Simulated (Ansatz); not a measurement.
# InCu2SiS4, from a guessed structure to a relaxed one, part 2 of 2

Starting from a made-up structure for InCu2SiS4, the aim is the relaxed cell, its shortest contacts and, where a second run follows, its electronic structure.

Ansatz 0.2.0; DFT, PBE, plane-wave PAW, files of the set soft_1, scalar-relativistic, ferromagnetic start, cell and ions relaxed at zero pressure; PAW set soft_1 (the session's first sound run).

So far: The structure; Relaxing cell and atoms. The relaxed cell has a = 5.775, c = 9.766 Å (conventional setting).

## 3. Electronic structure of the relaxed cell

With the geometry fixed, one more self-consistent run, with a narrower smearing and the mesh shown in its input, gives the bands, and its pressure, and its forces where symmetry allows any, show how far the geometry depends on these settings.

This step: DFT, PBE, plane-wave PAW, files of the set soft_1, scalar-relativistic, no spin, bands and density of states at the relaxed cell; PAW set soft_1 (Ansatz 0.2.0).

The input, input.yaml:

```yaml
crystal:
  lattice:
    - [-2.8874114494, 2.8874114494, 4.8828883217]
    - [2.8874114494, -2.8874114494, 4.8828883217]
    - [2.8874114494, 2.8874114494, -4.8828883217]
  atoms:
    - { symbol: In, position: [0.0, 0.0, 0.0] }
    - { symbol: Cu, position: [0.25, 0.75, 0.5] }
    - { symbol: Cu, position: [0.75, 0.25, 0.5] }
    - { symbol: S, position: [0.1556145537, 0.1556145537, 0.5836399568] }
    - { symbol: S, position: [0.5719745969, 0.5719745969, 0.4163600432] }
    - { symbol: S, position: [0.8443854463, 0.4280254031, 0.0] }
    - { symbol: S, position: [0.4280254031, 0.8443854463, 0.0] }
    - { symbol: Si, position: [0.5, 0.5, 0.0] }
kpoints:
  mp_grid: { grid: [8, 8, 8] }
  band_path:
    path:
      - [[0.0, 0.0, 0.0], [0.5, -0.5, 0.0], [0.5, -0.5, 0.17483717], [0.33741859, -0.33741859, 0.33741859], [0.0, 0.0, 0.0], [0.5, 0.5, -0.5], [0.66258141, 0.33741859, -0.33741859], [0.5, 0.0, 0.0], [0.75, -0.25, -0.25], [0.82516283, 0.17483717, -0.5], [0.5, 0.5, -0.5]]
      - [[0.5, -0.5, 0.0], [0.75, -0.25, -0.25]]
    npoints: 7
scf:
  occupations: { method: fermi_dirac, width: 0.03 }
  n_extra_bands: 12
hamiltonian:
  xc: pbe
  pseudopotentials: { kind: paw, azcp: { folder: soft_1 } }
output:
  forces: true
  stress: true
  write_bands: true
  dos: { projected: true }
  write_density: true
  write_potential: true
  elf: true
  volumetric_format: npy
```

Started as:

```sh
$ ansatz run input.yaml --threads 4 --pin off --max-ram 10240MiB --backend cpu --events-out ev --progress --plain --runs-dir out
```

Numbers of over 12 decimals in the logs are rounded to 6 here.

The program printed:

```text
[...]
Crystal: 8 atoms, lattice volume = 162.837 Å³
Basis set: ecut = 420 eV, 3185 PW (Γ), exchange–correlation on 90×90×90 points (8 copies of the dense FFT grid, shifted against one another)
Bands: 52, of which v1, the nominal top of the filled ones, is band 40 counted from 1 (39 counted from 0)
Symmetry: 8 space group operations
[...]
k-points: 59 of 512 (time reversal used)
[...]
SCF iter   1: F=—  HF=-23095.860803 eV  |F-HF|=—  |Δ(HF+E_count)|=         —  Δρ=3.24e-2  dr2=1.43e0  ethr=3.10e-3  ⟨swp⟩=8.6  Hψ=14585  notcnv=0  defer=22
[...]
SCF iter  11: F=-23095.637723 eV  HF=-23095.637723 eV  |F-HF|=5.53e-10  |Δ(HF+E_count)|=   3.39e-8  Δρ=2.55e-6  dr2=2.21e-8  ethr=1.27e-10  ⟨swp⟩=19.6  Hψ=24978  notcnv=0
SCF 1 converged in 11 iterations: F = -23095.637723 eV  dr2 = 2.21e-8
[...]
NSCF: frozen V_eff on 79 k-points
SCF converged after 11 iterations
Free energy (F): -23095.637723 eV
[...]
Internal energy: -23095.627184 eV  (E = F + TS)
E sigma→0 (E₀):  -23095.632454 eV
Entropy (-TS):   -0.010539 eV (-1.317 meV/atom)
Fermi energy:    7.998567 eV
[...]
--- Forces (eV/Å), atoms counted from 1 ---
  atom   1  In    -0.00000000     0.00000000     0.00000000
  atom   2  Cu    -0.00000000     0.00000000    -0.00000000
  atom   3  Cu    -0.00000000    -0.00000000    -0.00000000
  atom   4  S     -0.00044491    -0.00044491    -0.00800821
  atom   5  S      0.00044491     0.00044491    -0.00800821
  atom   6  S     -0.00044491     0.00044491     0.00800821
  atom   7  S      0.00044491    -0.00044491     0.00800821
  atom   8  Si    -0.00000000     0.00000000    -0.00000000
  max |Σ_I F_I| component: 6.25e-17 eV/Å
--- Stress (GPa, compression-positive) ---
       -0.005508      -0.000000      -0.000000
        0.000000      -0.005508      -0.000000
        0.000000       0.000000      -0.058525
  P = ⅓ Tr σ = -0.0232 GPa (-0.232 kbar)
--- Band table (eV; the first three rows and the last of 59) ---
  k-point 0: bands = [... 36 lower, 6.8117, 7.0886, 7.0886, 7.2325, 8.7991, 9.5627, 11.4571, 11.5680, ... 8 higher]
  k-point 1: bands = [... 36 lower, 6.5900, 7.0388, 7.0466, 7.4257, 9.0979, 9.9279, 11.1275, 11.4652, ... 8 higher]
  k-point 2: bands = [... 36 lower, 6.6469, 6.6570, 6.9224, 7.8991, 9.6913, 10.2321, 11.0389, 11.1626, ... 8 higher]
  k-point 58: bands = [... 36 lower, 6.6508, 6.7029, 6.7029, 7.9018, 9.7607, 9.7607, 9.8554, 9.9598, ... 8 higher]
```

Wall time 28 s (4 threads of Arm Neoverse V1, shared host); peak memory 0.88 GiB.

Numbers from this step:

- free energy: -23095.6377 eV
- energy at zero smearing: -23095.6325 eV
- smearing term TS: 0.01054 eV
- Fermi energy: 7.999 eV
- pressure: -0.02318 GPa

From bands.tsv, the bands that come nearest the Fermi level along the path, at its corners, in eV from the Fermi level:

| point | band 37 | band 38 | band 39 | band 40 | band 41 | band 42 | band 43 | band 44 |
| --- | --- | --- | --- | --- | --- | --- | --- | --- |
| Γ | -1.19 | -0.91 | -0.91 | -0.77 | 0.80 | 1.56 | 3.46 | 3.57 |
| X | -1.39 | -1.10 | -0.93 | -0.72 | 1.48 | 2.10 | 3.12 | 3.30 |
| Y | -1.66 | -1.21 | -1.09 | -0.11 | 1.96 | 2.23 | 2.81 | 3.28 |
| S | -1.63 | -1.31 | -1.12 | 0.56 | 1.71 | 2.18 | 2.54 | 2.62 |
| Γ | -1.19 | -0.91 | -0.91 | -0.77 | 0.80 | 1.56 | 3.46 | 3.57 |
| Z | -1.35 | -1.30 | -1.30 | -0.10 | 1.76 | 1.76 | 1.86 | 1.96 |
| S1 | -1.63 | -1.31 | -1.12 | 0.56 | 1.71 | 2.18 | 2.54 | 2.62 |
| N | -1.67 | -1.40 | -1.12 | 0.73 | 2.41 | 2.54 | 2.77 | 2.82 |
| P | -1.21 | -1.21 | -1.12 | -0.89 | 1.39 | 2.87 | 2.87 | 3.45 |
| Y1 | -1.66 | -1.21 | -1.09 | -0.11 | 1.96 | 2.23 | 2.81 | 3.28 |
| Z | -1.35 | -1.30 | -1.30 | -0.10 | 1.76 | 1.76 | 1.86 | 1.96 |
| X | -1.39 | -1.10 | -0.93 | -0.72 | 1.48 | 2.10 | 3.12 | 3.30 |
| P | -1.21 | -1.21 | -1.12 | -0.89 | 1.39 | 2.87 | 2.87 | 3.45 |

States per cell as run, both spins, in windows of 1 eV, from dos.tsv (zero at the Fermi level):

```
from  to  total
  -8  -7   0.06
  -7  -6   3.72
  -6  -5   5.27
  -5  -4   8.74
  -4  -3   4.20
  -3  -2  10.85
  -2  -1   8.83
  -1   0   1.26
   0   1   1.07
   1   2   1.83
   2   3   4.97
   3   4   4.86
   4   5   5.71
```

Below -8 eV lie 36.0 more states.

Valence density in the ab plane of the cell as run, not the conventional one, at fractional z = 0.000, with atoms of In and S and Si within 0.2 Å of it. It is the smooth field of the valence electrons, not physical close to the nuclei.

Values in units of 1e0 e/Å³, 10 rows by 16 columns, each cell a mean:
```
6.1 3.5 0.8 0.3 0.5 0.8 0.9 0.9 0.7 0.3 0.1 0.0 0.1 0.2 1.1 4.2
0.6 0.4 0.2 0.2 0.5 1.0 0.7 0.5 1.0 0.5 0.2 0.0 0.0 0.1 0.1 0.3
0.1 0.1 0.1 0.1 0.2 0.5 0.9 1.1 0.9 0.4 0.1 0.1 0.0 0.0 0.0 0.1
0.0 0.0 0.0 0.0 0.1 0.2 0.5 0.6 0.5 0.3 0.2 0.2 0.2 0.2 0.2 0.1
0.1 0.1 0.0 0.0 0.1 0.2 0.3 0.2 0.2 0.3 0.5 0.6 0.8 0.9 0.8 0.4
0.3 0.1 0.0 0.0 0.1 0.2 0.3 0.3 0.2 0.3 0.6 0.9 1.1 0.4 0.8 0.9
0.3 0.1 0.0 0.0 0.1 0.1 0.2 0.2 0.2 0.2 0.2 0.4 0.8 1.0 1.0 0.7
0.2 0.1 0.0 0.0 0.0 0.0 0.1 0.1 0.1 0.1 0.1 0.1 0.2 0.3 0.4 0.3
1.3 0.5 0.1 0.1 0.0 0.0 0.0 0.0 0.0 0.0 0.0 0.0 0.1 0.2 0.6 1.4
7.9 3.7 0.6 0.2 0.2 0.2 0.3 0.2 0.1 0.1 0.0 0.0 0.1 0.3 2.3 6.8
```
Columns run along a (6.4 Å), rows up along b (6.4 Å). Atoms in or near the plane, at fractional coordinates: In at (0.00, 0.00), S at (0.84, 0.43), S at (0.43, 0.84), Si at (0.50, 0.50).

Electrostatic potential energy in the ab plane of the cell as run, not the conventional one, at fractional z = 0.000, with atoms of In and S and Si within 0.2 Å of it. With pseudopotentials it is smooth inside the atoms' cores, unlike the true potential.

Ten even steps from '0' (-32 eV) to '9' (11 eV), each cell a mean:
```
002787423799998620
114886000279999852
557885011069999986
889997200069999998
999999632479999999
999999876789999999
999999853468999999
999998621126876679
999998613614740027
899999731313620103
899999863125730102
899999987668862004
999999999889997567
999999999999999888
789999999999999887
357999999999999742
015899999999998510
003799888999998510
```
Columns run along a (6.4 Å; values clipped at the 3rd and 97th percentile), rows up along b (6.4 Å). Atoms in or near the plane, at fractional coordinates: In at (0.00, 0.00), S at (0.84, 0.43), S at (0.43, 0.84), Si at (0.50, 0.50).

ELF in the ab plane of the cell as run, not the conventional one, at fractional z = 0.000, with atoms of In and S and Si within 0.2 Å of it. It is the smooth field of the valence electrons, not physical close to the nuclei.

Values, 10 rows by 16 columns, each cell a mean:
```
0.07 0.15 0.24 0.31 0.73 0.82 0.56 0.63 0.82 0.69 0.29 0.06 0.12 0.24 0.27 0.13
0.28 0.27 0.22 0.38 0.79 0.79 0.17 0.08 0.65 0.81 0.53 0.10 0.04 0.12 0.20 0.26
0.12 0.12 0.10 0.20 0.53 0.76 0.76 0.72 0.79 0.68 0.34 0.08 0.05 0.07 0.07 0.09
0.09 0.03 0.02 0.05 0.19 0.49 0.74 0.82 0.76 0.54 0.30 0.30 0.46 0.56 0.49 0.28
0.43 0.09 0.02 0.04 0.14 0.33 0.34 0.36 0.41 0.46 0.74 0.77 0.74 0.69 0.82 0.77
0.64 0.18 0.03 0.04 0.12 0.30 0.43 0.35 0.30 0.50 0.85 0.87 0.54 0.03 0.22 0.75
0.58 0.17 0.03 0.03 0.07 0.13 0.25 0.34 0.32 0.35 0.53 0.71 0.77 0.66 0.70 0.79
0.30 0.15 0.06 0.03 0.03 0.05 0.06 0.08 0.09 0.08 0.11 0.26 0.47 0.60 0.60 0.48
0.23 0.25 0.21 0.10 0.04 0.04 0.05 0.04 0.03 0.02 0.02 0.06 0.17 0.24 0.25 0.22
0.03 0.15 0.26 0.21 0.30 0.44 0.50 0.48 0.37 0.18 0.05 0.05 0.20 0.28 0.23 0.03
```
Columns run along a (6.4 Å), rows up along b (6.4 Å). Atoms in or near the plane, at fractional coordinates: In at (0.00, 0.00), S at (0.84, 0.43), S at (0.43, 0.84), Si at (0.50, 0.50).

## 4. Outcome

- space group, relaxed: I-42m
- conventional cell: a = 5.775, b = 5.775, c = 9.766 Å; α = 90.0°, β = 90.0°, γ = 90.0°
- volume per atom: 20.35 Å³ (guess 21.22)
- total moment: 0.00 μB in the cell of 8 atoms

In words: InCu2SiS4 relaxes to I-42m with a = 5.775, b = 5.775 and c = 9.766 Å. The guessed volume was 4 % too large. The space group I-42m was held in the relaxation, so the end point is a stationary structure within it and may be a saddle against distortions or other arrangements. The moments died out from this one start and weren't seeded again at the relaxed cell. Bands cross the Fermi level, so it is a metal or semimetal at this level. The electron count is odd, which forces that without spin polarisation or a larger cell. On the 8×8×8 mesh with the narrower smearing (relaxed on 7×7×7) the largest force component is 0.008 eV/Å and the largest stress component is 0.059 GPa, against the relaxation's thresholds of 0.015 eV/Å and 0.05 GPa. The cutoff wasn't tested. No dispersion term is used, so weakly bound directions may come out too long. Nothing here tests whether the compound is stable against decomposition.

[Logs are printed without paths, hosts, clocks, repeated set-up lines and the standing remarks that a program may print on its own settings, such as how far it seeks lower states.]

[Hosts, paths, dates, database ids (printed as entryN), source tags and the programs' standing remarks are cut or masked in the printed files.]
